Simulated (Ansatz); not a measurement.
# What GeH2 (model cell, started as rutile) distorts into

Which phase does GeH2 (model cell, started as rutile) fall into along its unstable mode, and how much energy does it gain?

Calculated with Ansatz 0.2.0; DFT PBEsol, scalar-relativistic, plane waves, PAW.

Most raw output is cut from this account.

The structure was built from a prototype and need not be the compound's stable phase.

## (1) The structure

It takes space group P4_2/mnm (No. 136, tetragonal). The conventional cell has a = 4.316 Å, b = 4.316 Å, c = 3.250 Å, α = 90.00°, β = 90.00°, γ = 90.00°. Nearest to Ge lie 2 H at 1.89 Å. H has 1 Ge at 1.89 Å nearest. Farther neighbours are not listed.

## (2) Response at finite wavevector

The cell comes from relaxations at this level that are not shown. Stability and thermal properties need the whole zone. Linear response on a 2×2×2 q mesh gives force constants as far as a supercell of that size would.

input.yaml reads:

```yaml
crystal:
  lattice:
    - [4.3161536403, 0.0, 0.0]
    - [0.0, 4.3161536403, 0.0]
    - [0.0, 0.0, 3.2501309717]
  atoms:
    - { symbol: Ge, position: [0.0, 0.0, 0.0] }
    - { symbol: Ge, position: [0.5, 0.5, 0.5] }
    - { symbol: H, position: [0.3096270202, 0.3096270202, 0.0] }
    - { symbol: H, position: [0.6903729798, 0.6903729798, 0.0] }
    - { symbol: H, position: [0.8096270202, 0.1903729798, 0.5] }
    - { symbol: H, position: [0.1903729798, 0.8096270202, 0.5] }
kpoints:
  mp_grid: { grid: [8, 8, 10] }
hamiltonian:
  xc: pbesol
scf:
  occupations: { method: methfessel_paxton, width: 0.15 }
output:
  eigenvalues: true
phonons:
  method: dfpt
  qmesh: [2, 2, 2]
  temperatures: { t_max: 1000, t_step: 50 }
  qpath:
    path:
      - [[0.0, 0.0, 0.0], [0.0, 0.5, 0.0], [0.5, 0.5, 0.0], [0.0, 0.0, 0.0], [0.0, 0.0, 0.5], [0.0, 0.5, 0.5], [0.5, 0.5, 0.5], [0.0, 0.0, 0.5]]
      - [[0.0, 0.5, 0.0], [0.0, 0.5, 0.5]]
      - [[0.5, 0.5, 0.0], [0.5, 0.5, 0.5]]
    npoints: 10
```

Started as:

```console
$ ansatz run input.yaml --threads 8 --pin off --max-ram 14336MiB --backend cpu --events-out ev --progress --plain --runs-dir out
```

It took 88 s on 8 threads of Arm Neoverse V2, shared host; peak memory 1 GiB.

This step gave:

| Quantity | Value |
| --- | --- |
| volume per atom | 10.09 Å³ |
| gap on the k-mesh | 0 eV |
| sum-rule residual before enforcement | 1.19e-5 eV/Å² |
| lowest frequency on the path | -828.5 cm⁻¹ |
| point group | 4/mmm |
| highest frequency on the path or at a solved wavevector | 1121 cm⁻¹ |
| highest optical mode at the zone centre (no LO-TO term) | 1121 cm⁻¹ |
| lowest optical zone-centre mode | -553.3 cm⁻¹ |
| lowest mode on the q mesh (acoustic modes at Γ apart) | -828.5 cm⁻¹ |

Frequencies (cm⁻¹) solved at each irreducible wavevector; negative means imaginary. Frequencies by wavevector, by row:

| q in reciprocal lattice units | star | mode 1 | mode 2 | mode 3 | mode 4 | mode 16 | mode 17 | mode 18 |
| --- | --- | --- | --- | --- | --- | --- | --- | --- |
| 0 0 0 | 1 | -553.3 | -395.5 | 0 | 0 | 722.2 | 881.8 | 1121 |
| 0 0 -0.5 | 1 | -828.5 | -828.5 | 80.5 | 80.5 | 673.2 | 979.8 | 979.8 |
| 0 -0.5 0 | 2 | -329.5 | -329.5 | 42 | 42 | 672.6 | 944.9 | 944.9 |
| 0 -0.5 -0.5 | 2 | -675.6 | -675.6 | 10.9 | 10.9 | 729.1 | 1010 | 1010 |
| -0.5 -0.5 0 | 1 | -450.8 | -450.8 | -136.1 | -136.1 | 574.7 | 980 | 980 |
| -0.5 -0.5 -0.5 | 1 | -785.9 | -785.9 | 68.4 | 68.4 | 607.8 | 965.7 | 965.7 |

Interpolated from a 2×2×2 q mesh, rough between the solved points. The phonon branches at the labelled points (cm⁻¹):

| point | branch 1 | branch 2 | branch 3 | branch 4 | branch 15 | branch 16 | branch 17 | branch 18 |
| --- | --- | --- | --- | --- | --- | --- | --- | --- |
| Γ | -553 | -396 | 0 | 0 | 608 | 722 | 882 | 1121 |
| halfway | -472 | -347 | -16 | 29 | 615 | 703 | 831 | 1088 |
| X | -330 | -330 | 42 | 42 | 673 | 673 | 945 | 945 |
| halfway | -395 | -395 | 53 | 53 | 614 | 614 | 967 | 967 |
| M | -451 | -451 | -136 | -136 | 575 | 575 | 980 | 980 |
| halfway | -454 | -347 | 11 | 24 | 637 | 665 | 820 | 1070 |
| Γ | -553 | -396 | 0 | 0 | 608 | 722 | 882 | 1121 |
| halfway | -400 | -400 | -318 | -128 | 575 | 667 | 904 | 1073 |
| Z | -828 | -828 | 80 | 80 | 673 | 673 | 980 | 980 |
| halfway | -756 | -756 | 84 | 84 | 699 | 699 | 996 | 996 |
| R | -676 | -676 | 11 | 11 | 729 | 729 | 1010 | 1010 |
| halfway | -733 | -733 | 78 | 78 | 670 | 670 | 989 | 989 |
| A | -786 | -786 | 68 | 68 | 608 | 608 | 966 | 966 |
| halfway | -764 | -721 | 40 | 80 | 678 | 688 | 988 | 998 |
| Z | -828 | -828 | 80 | 80 | 673 | 673 | 980 | 980 |
| jump to X | -330 | -330 | 42 | 42 | 673 | 673 | 945 | 945 |
| halfway | -226 | -226 | -29 | -29 | 686 | 686 | 974 | 974 |
| R | -676 | -676 | 11 | 11 | 729 | 729 | 1010 | 1010 |
| jump to M | -451 | -451 | -136 | -136 | 575 | 575 | 980 | 980 |
| halfway | -400 | -400 | -187 | -187 | 566 | 566 | 967 | 967 |
| A | -786 | -786 | 68 | 68 | 608 | 608 | 966 | 966 |

Symmetry leaves 6 wavevectors to solve. The lowest mode among them, the acoustic zeros apart, lies at q = (0, 0, -0.5) and is imaginary, 828.5i cm⁻¹, so the energy falls along it.

## (3) The mode frozen in, largest atomic shift 0 Å

The mode followed lies at q = (0, 0, -0.5) with frequency 828.5i cm⁻¹ and is 2-fold degenerate, the softest among the wavevectors solved. At small amplitude the distorted cell has space group no. 92 by a symmetry search on the positions. The undistorted cell that holds it gives the zero of energy on the same k mesh.

System of this step: GeH2 (model cell, started as rutile). Symmetry: P4_2/mnm, No. 136, tetragonal system. Conventional cell: a = 4.316 Å, b = 4.316 Å, c = 3.250 Å, α = 90.00°, β = 90.00°, γ = 90.00°. Ge has 2 H at 1.89 Å nearest. Nearest to H lie 1 Ge at 1.89 Å. Farther neighbours are not listed.

input.yaml reads:

```yaml
crystal:
  lattice:
    - [4.3161536403, 0.0, 0.0]
    - [0.0, 4.3161536403, 0.0]
    - [0.0, 0.0, 6.5002619433]
  atoms:
    - { symbol: Ge, position: [0.0, 0.0, 0.0] }
    - { symbol: Ge, position: [0.0, 0.0, 0.5] }
    - { symbol: Ge, position: [0.5, 0.5, 0.25] }
    - { symbol: Ge, position: [0.5, 0.5, 0.75] }
    - { symbol: H, position: [0.3096270202, 0.3096270202, 0.0] }
    - { symbol: H, position: [0.3096270202, 0.3096270202, 0.5] }
    - { symbol: H, position: [0.6903729798, 0.6903729798, 0.0] }
    - { symbol: H, position: [0.6903729798, 0.6903729798, 0.5] }
    - { symbol: H, position: [0.8096270202, 0.1903729798, 0.25] }
    - { symbol: H, position: [0.8096270202, 0.1903729798, 0.75] }
    - { symbol: H, position: [0.1903729798, 0.8096270202, 0.25] }
    - { symbol: H, position: [0.1903729798, 0.8096270202, 0.75] }
kpoints:
  mp_grid: { grid: [8, 8, 6] }
hamiltonian:
  xc: pbesol
scf:
  occupations: { method: methfessel_paxton, width: 0.15 }
output:
  forces: true
  stress: true
  eigenvalues: true
```

The job ended after 2.5 s (8 threads; peak memory 0.66 GiB).

Numbers from this step:

| Item | Value |
| --- | --- |
| pressure | -0.005586 GPa |
| energy from the undistorted cell | 0 meV/atom |

The run ends at a pressure of -0.01 GPa, with forces up to 0.013 eV/Å.

## (4) The mode frozen in, largest atomic shift 0.45 Å

The atoms are moved along the unstable eigenvector, the largest shift by 0.45 Å, with the cell fixed.

input.yaml reads:

```yaml
crystal:
  lattice:
    - [4.3161536403, 0.0, 0.0]
    - [0.0, 4.3161536403, 0.0]
    - [0.0, 0.0, 6.5002619433]
  atoms:
    - { symbol: Ge, position: [-0.000268108, 0.000268108, 0.0] }
    - { symbol: Ge, position: [0.000268108, -0.000268108, 0.5] }
    - { symbol: Ge, position: [0.499731892, 0.499731892, 0.25] }
    - { symbol: Ge, position: [0.500268108, 0.500268108, 0.75] }
    - { symbol: H, position: [0.3060848843, 0.3131691561, 0.069148027] }
    - { symbol: H, position: [0.3131691561, 0.3060848843, 0.430851973] }
    - { symbol: H, position: [0.6868308439, 0.6939151157, -0.069148027] }
    - { symbol: H, position: [0.6939151157, 0.6868308439, 0.569148027] }
    - { symbol: H, position: [0.8060848843, 0.1868308439, 0.180851973] }
    - { symbol: H, position: [0.8131691561, 0.1939151157, 0.819148027] }
    - { symbol: H, position: [0.1868308439, 0.8060848843, 0.319148027] }
    - { symbol: H, position: [0.1939151157, 0.8131691561, 0.680851973] }
kpoints:
  mp_grid: { grid: [8, 8, 6] }
hamiltonian:
  xc: pbesol
scf:
  occupations: { method: methfessel_paxton, width: 0.15 }
output:
  forces: true
  stress: true
  eigenvalues: true
```

Elapsed: 3.6 s, on 8 threads; peak memory 0.6 GiB.

Numbers from this step:

```yaml
pressure: 6.130 GPa
energy_from_the_undistorted_cell: -55.48 meV/atom
```

The energy, extrapolated to zero smearing, is -55.48 meV/atom against the undistorted cell.

The run ends at a pressure of 6.13 GPa, with forces up to 0.58 eV/Å.

## (5) Energy along the mode, all amplitudes (two of the runs are shown above)

An imaginary frequency means negative curvature, so the energy should fall and then rise again as anharmonic terms take over.

This step gave:

```yaml
depth_at_the_lowest_point_sampled: 55.48 meV/atom
largest_atomic_shift_at_that_point: 0.45 Å
```

The energy from the parent by largest atomic shift:

| largest atomic shift (Å) | energy from the parent (meV/atom) |
| --- | --- |
| 0.000 | 0 |
| 0.040 | -1.41 |
| 0.080 | -5.70 |
| 0.140 | -16.2 |
| 0.220 | -34.3 |
| 0.320 | -53.7 |
| 0.450 | -55.5 |
| 0.600 | 13.5 |

Displacement at unit largest shift by atom:

| atom | x (Å) | y (Å) | z (Å) | size |
| --- | --- | --- | --- | --- |
| Ge1 | 0.00 | 0.00 | 0.00 | 0.00 |
| Ge2 | 0.00 | 0.00 | 0.00 | 0.00 |
| Ge3 | 0.00 | 0.00 | 0.00 | 0.00 |
| Ge4 | 0.00 | 0.00 | 0.00 | 0.00 |
| H5 | -0.03 | 0.03 | 1.00 | 1.00 |
| H6 | 0.03 | -0.03 | -1.00 | 1.00 |
| H7 | -0.03 | 0.03 | -1.00 | 1.00 |
| H8 | 0.03 | -0.03 | 1.00 | 1.00 |
| H9 | -0.03 | -0.03 | -1.00 | 1.00 |
| H10 | 0.03 | 0.03 | 1.00 | 1.00 |
| H11 | -0.03 | -0.03 | 1.00 | 1.00 |
| H12 | 0.03 | 0.03 | -1.00 | 1.00 |

The lowest of the steps tried is at 0.45 Å, 55.5 meV/atom below the parent; the bottom of the well need not coincide with a step.

## (6) Relaxing from the distorted cell

Starting from the lowest point found, all atoms and the cell are let go, so that strain and other modes of the same symmetry can join in.

Edit input.yaml of step 4 so:

```diff
@@ -28 +28,6 @@
   eigenvalues: true
+relax:
+  adjacent_minimum: "off"
+  f_tol: 0.002
+  max_steps: 120
+  cell: { stress_tol: 0.03 }
```

It took 52 s on 8 threads; peak memory 0.74 GiB; 6.6 min of CPU time.

The steps of the relaxation:

| step | energy less that of the first step (eV) | largest force component (eV/Å) | pressure (GPa) | volume (Å³) |
| --- | --- | --- | --- | --- |
| 1 | 0.0000 | 0.4117 | 6.13 | 121.09 |
| 2 | -0.3655 | 0.1929 | 1.88 | 128.21 |
| 3 | -0.5102 | 0.1236 | -0.18 | 133.20 |
| 4 | -0.6729 | 0.1148 | -0.09 | 140.34 |
| 5 | -0.7290 | 0.0928 | -1.25 | 142.20 |
| 6 | -0.7377 | 0.0814 | 0.63 | 139.61 |
| 7 | -0.7558 | 0.0068 | 0.00 | 140.32 |
| 8 | -0.7566 | 0.0018 | 0.01 | 139.98 |
| 9 | -0.7566 | 0.0014 | 0.01 | 139.94 |
| 10* | -0.7863 | 0.0011 | 0.24 | 139.94 |
| 11 | -0.7874 | 0.0158 | 0.11 | 141.26 |
| 12 | -0.7874 | 0.0019 | 0.01 | 141.62 |
| 13* | -0.7887 | 0.0019 | 0.01 | 141.62 |

Relaxation steps marked * repeat the geometry before them on a plane-wave basis chosen anew for their cell, so energy and pressure can jump there.

The run keeps the 8 symmetry operations that it works with, so distortions that break them were not tested.

| cell as run | before | after | change |
| --- | --- | --- | --- |
| a (Å) | 4.316 | 4.407 | +2.1 % |
| b (Å) | 4.316 | 4.407 | +2.1 % |
| c (Å) | 6.500 | 7.293 | +12.2 % |
| volume (Å³/atom) | 10.09 | 11.80 | +17.0 % |

The atoms that moved most (Å, as changes of fractional coordinates times the final cell):

| atom | dx | dy | dz | length |
| --- | --- | --- | --- | --- |
| H10 | 0.212 | 0.445 | 0.258 | 0.557 |
| H12 | 0.445 | 0.212 | -0.258 | 0.557 |
| H8 | 0.445 | -0.212 | 0.258 | 0.557 |
| H6 | 0.212 | -0.445 | -0.258 | 0.557 |
| H5 | -0.445 | 0.212 | 0.258 | 0.557 |
| H7 | -0.212 | 0.445 | -0.258 | 0.557 |
| H9 | -0.445 | -0.212 | -0.258 | 0.557 |
| H11 | -0.212 | -0.445 | 0.258 | 0.557 |

Final coordinates:

```
Ge H
1.0
     4.40661    0.00000    0.00000
     0.00000    4.40661    0.00000
     0.00000    0.00000    7.29337
Ge H
4 8
Direct
  0.97532 0.02468 0.00000
  0.02468 0.97532 0.50000
  0.47532 0.47532 0.25000
  0.52468 0.52468 0.75000
  0.20506 0.36131 0.10456
  0.36131 0.20506 0.39544
  0.63869 0.79494 0.89544
  0.79494 0.63869 0.60456
  0.70506 0.13869 0.14544
  0.86131 0.29494 0.85456
  0.13869 0.70506 0.35456
  0.29494 0.86131 0.64544
```

This step gave:

```yaml
pressure: 0.01095 GPa
volume_per_atom: 11.80 Å³
gap_on_the_k_mesh: 0.8770 eV
```

The distorted start has space group P4_12_12; the relaxation ends in P4_12_12.

## (7) What came out

| Quantity | Value |
| --- | --- |
| unstable mode of the parent | q = (0, 0, -0.5), 828i cm⁻¹ |
| depth at the lowest point sampled | 55.5 meV/atom |
| largest atomic shift at that point | 0.45 Å |
| space group reached (within 0.01 Å) | P4_12_12 |
| energy gained over the parent (first relaxation, on the mesh of the frozen mode) | 121 meV/atom |
| volume per atom, phase reached | 11.8 Å³ |
| gap on the k-mesh, phase reached | 0.877 eV |

**Reading.** Along this mode the structure falls into P4_12_12, 121 meV/atom below the parent. At the parent's cell the well is 55.48 meV/atom deep on the steps tried, with its lowest point at a shift of 0.45 Å. Relaxing atoms and cell changes the gain by +65.72 meV/atom against the lowest step (energies at zero smearing). The modes of the phase reached were not computed on this path. Of the 6 patterns followed to their end from this parent, this one reaches the lowest energy. Each path keeps the symmetry of its pattern, so a lower phase may lie along a pattern not tried. The q mesh stands for a supercell only 6.5 Å across, so branches between the solved wavevectors are rough. With no gap, or one that is small against the smearing, the frequencies hang on the k mesh and the smearing, most of all near Kohn anomalies. The volume moved by more than a tenth on the k mesh of the start, so the energy gain is rough. The starting cell was built on a prototype and not taken from a measurement, so the phase need not exist.

[Logs are printed without paths, hosts, clocks, repeated set-up lines and the standing remarks that a program may print on its own settings, such as how far it seeks lower states.]

[Hosts, paths, dates, database ids (printed as entryN), source tags and the programs' standing remarks are cut or masked in the printed files.]
